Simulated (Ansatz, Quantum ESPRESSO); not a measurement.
## KCl (Sylvite): a worked LO-TO splitting

Aim: work out the LO frequency and the static dielectric constant of KCl (Sylvite) from one linear-response run, then check them.

Program: Quantum ESPRESSO 8.0 development, patched. Level of theory: DFT LDA, scalar-relativistic, plane waves, PseudoDojo norm-conserving pseudopotentials. Results are calculated unless marked as measured.

**1. The relaxed structure**

The structure is cubic, space group Fm-3m (No. 225). The conventional cell has a = 6.075 Å, b = 6.075 Å, c = 6.075 Å, α = 90.00°, β = 90.00°, γ = 90.00°. Nearest to K lie 6 Cl at 3.04 Å. Nearest to Cl lie 6 K at 3.04 Å. Farther neighbours and most contacts between anions are not listed.

As a file:

```xyz
2
Lattice="-3.0375 0.0000 3.0375 0.0000 3.0375 3.0375 -3.0375 3.0375 0.0000" Properties=species:S:1:pos:R:3 pbc="T T T"
K     0.0000    0.0000    0.0000
Cl   -3.0375    3.0375    3.0375
```

This is the cell after its relaxation at this level of theory, not the database cell from which that began.

**2. What the response run gave**

A linear-response run on the relaxed cell, with the response to an electric field; only its zone-centre results are used. Cutoff 72 Ry, k mesh 6×6×6.

Log:

```text
[banners, grids, parts of the stress and lines that vanish by symmetry left out]
Program PHONON v.8.0dev
     Dynamical matrices for q-points given in input
     (   1q-points):
[...]
Exchange-correlation= PW
                           (   1   4   0   0   0   0   0)
[...]
kinetic-energy cut-off    =      72.0000  Ry
     charge density cut-off    =     288.0000  Ry
     convergence threshold     =      1.0E-18
[...]
Exchange-correlation= PW
                           (   1   4   0   0   0   0   0)
[...]
q = (   0.0000000   0.0000000   0.0000000 )
     49 Sym.Ops. (with q -> -q+G )
     G cutoff =  480.7167  (  30923 G-vectors)     FFT grid: ( 45, 45, 45)
     number of k points=    16
[...]
Mode symmetry, O_h (m-3m)  point group:
[...]
Dielectric constant
[...]
End of electric fields calculation
          Dielectric constant in cartesian axis
          (       2.511129776       0.000000000      -0.000000000 )
          (       0.000000000       2.511129776       0.000000000 )
          (      -0.000000000       0.000000000       2.511129776 )
          Effective charges (d Force / dE) in cartesian axis without acoustic sum rule applied (asr)
           atom    1  K     Mean Z*:        1.10963
      Ex  (        1.10963        0.00000       -0.00000 )
      Ey  (        0.00000        1.10963        0.00000 )
      Ez  (       -0.00000        0.00000        1.10963 )
           atom    2  Cl    Mean Z*:       -1.10979
      Ex  (       -1.10979       -0.00000        0.00000 )
      Ey  (        0.00000       -1.10979       -0.00000 )
      Ez  (        0.00000       -0.00000       -1.10979 )
          Effective charges Sum: Mean:       -0.00016
[...]
Effective charges (d Force / dE) in cartesian axis with asr applied:
           atom    1  K     Mean Z*:        1.10971
[...]
atom    2  Cl    Mean Z*:       -1.10971
[...]
Dielectric constant from finite-differences
          (       2.511146368       0.000000000       0.000000000 )
          (       0.000000000       2.511146368       0.000000000 )
          (       0.000000000       0.000000000       2.511146368 )
[...]
(      -0.000000000       0.000000000      -0.000000000 )
          (       0.000000000       0.000000000       0.000000000 )
          (       0.000000000       0.000000000      -0.000000000 )
          (       0.000000000      -0.000000000       0.000000000 )
          (       0.000000000      -0.000000000       0.000000000 )
          (       0.000000000       0.000000000      -0.000000000 )
          (      -0.000000000       0.000000000      -0.000000000 )
          (       0.000000000       0.000000000      -0.000000000 )
[...]
(      -0.000000000      -0.000000000       0.000000000 )
          (       0.000000000       0.000000000      -0.000000000 )
          (      -0.000000000       0.000000000       0.000000000 )
          (      -0.000000000       0.000000000      -0.000000000 )
          (       0.000000000      -0.000000000       0.000000000 )
[...]
Representation #   1 modes #   1   2   3
[...]
End of self-consistent calculation
     Convergence has been achieved
     Representation #   2 modes #   4   5   6
[...]
End of self-consistent calculation
     Convergence has been achieved
[...]
Dielectric constant in cartesian axis
          (       2.511129776       0.000000000      -0.000000000 )
          (       0.000000000       2.511129776       0.000000000 )
          (      -0.000000000       0.000000000       2.511129776 )
          Effective charges (d Force / dE) in cartesian axis without acoustic sum rule applied (asr)
           atom    1  K     Mean Z*:        1.10963
      Ex  (        1.10963        0.00000       -0.00000 )
      Ey  (        0.00000        1.10963        0.00000 )
      Ez  (       -0.00000        0.00000        1.10963 )
           atom    2  Cl    Mean Z*:       -1.10979
      Ex  (       -1.10979       -0.00000        0.00000 )
      Ey  (        0.00000       -1.10979       -0.00000 )
      Ez  (        0.00000       -0.00000       -1.10979 )
          Effective charges Sum: Mean:       -0.00016
[...]
Effective charges (d Force / dE) in cartesian axis with asr applied:
           atom    1  K     Mean Z*:        1.10971
[...]
atom    2  Cl    Mean Z*:       -1.10971
[...]
q = (    0.000000000   0.000000000   0.000000000 )
[...]
freq (    1) =      -0.031931 [THz] =      -1.065094 [cm-1]
     freq (    2) =      -0.031931 [THz] =      -1.065094 [cm-1]
     freq (    3) =      -0.031931 [THz] =      -1.065094 [cm-1]
     freq (    4) =       4.843007 [THz] =     161.545330 [cm-1]
     freq (    5) =       4.843007 [THz] =     161.545330 [cm-1]
     freq (    6) =       4.843007 [THz] =     161.545330 [cm-1]
[...]
Mode symmetry, O_h (m-3m)  point group:
     freq (   1-   3) =         -1.1  [cm-1]   --> T_1u G_15  G_4- I
     freq (   4-   6) =        161.5  [cm-1]   --> T_1u G_15  G_4- I

   JOB DONE.
```

```
                       quantity   value
             cell volume Ω (Å³)  56.050
                  mass of K (u)  39.098
                 mass of Cl (u)  35.450
      Born charge of K, raw (e)   1.110
     Born charge of Cl, raw (e)  -1.110
                             ε∞   2.511
ω(TO) after the sum rule (cm⁻¹)   161.6
```

**3. The calculation**

The charges must sum to zero over the cell; taking off their mean, 0.000 e, leaves Z* = 1.110 e on K. In the polar mode K moves against Cl, so the reduced mass is μ = 39.10 × 35.45 / 74.55 = 18.592 u.

A longitudinal wave builds up a field that adds to the restoring force: ω(LO)² = ω(TO)² + 4π Z*² / (μ Ω ε∞), in Hartree atomic units. With μ = 33892 electron masses and Ω = 378.24 bohr³ the second term is 4.8072e-07 Ha², or 23156 cm⁻² (1 Ha = 219474.6 cm⁻¹).

So ω(LO) = √(26098 + 23156) = 221.9 cm⁻¹, and by the Lyddane-Sachs-Teller relation ε₀ = ε∞ (ω(LO)/ω(TO))² = 4.74.

**4. Check against the program**

The analysis program adds the same non-analytic term to the full matrix, here for q along (1 0 0).

Log:

```text
[banner, memory and clock lines left out]
Program DYNMAT v.8.0dev

     Reading Dynamical Matrix from file g.dyn
     ...Force constants read
     ...epsilon and Z* read
     ...Raman cross sections read

     Polarizability (A^3 units)
     multiply by 0.665022 for Clausius-Mossotti correction (not under assume_isolated = 'mt')
         6.740079    0.000000   -0.000000
         0.000000    6.740079    0.000000
        -0.000000    0.000000    6.740079

     IR activities are in (D/A)^2/amu units

# mode   [cm-1]    [THz]      IR
    1     -0.00   -0.0000    0.0000
    2     -0.00   -0.0000    0.0000
    3     -0.00   -0.0000    0.0000
    4    161.55    4.8431    1.5281
    5    161.55    4.8431    1.5281
    6    221.93    6.6534    1.5281
```

ε₀ comes from the program's run without a direction of q.

```
    quantity  by hand  program
ω(LO) (cm⁻¹)    221.9    221.9
          ε₀     4.74     4.74
```

**5. Results**

| Property | Result |
| --- | --- |
| TO mode | 161.6 cm⁻¹ |
| LO mode | 221.9 cm⁻¹ |
| static dielectric constant | 4.739 |

The LO mode of KCl (Sylvite) lies at 222 cm⁻¹, 60 cm⁻¹ above the TO mode; the formula meets the program within 0.1 cm⁻¹, as it must for a cubic crystal with one polar mode. ω(LO)² − ω(TO)² goes with Z*²/ε∞: an error of 5 % in ε∞ would move the LO mode by 2.5 cm⁻¹, and semilocal functionals tend to overestimate ε∞. These are harmonic values at zero temperature, at the volume of this functional, for the structure held cubic; stability elsewhere in the zone is no part of this calculation.

[Host names and launcher messages were left out of these logs when they were recorded.]

[Logs are printed without paths, hosts, clocks, repeated set-up lines and the standing remarks that a program may print on its own settings, such as how far it seeks lower states.]

[Hosts, paths, dates, database ids (printed as entryN), source tags and the programs' standing remarks are cut or masked in the printed files.]
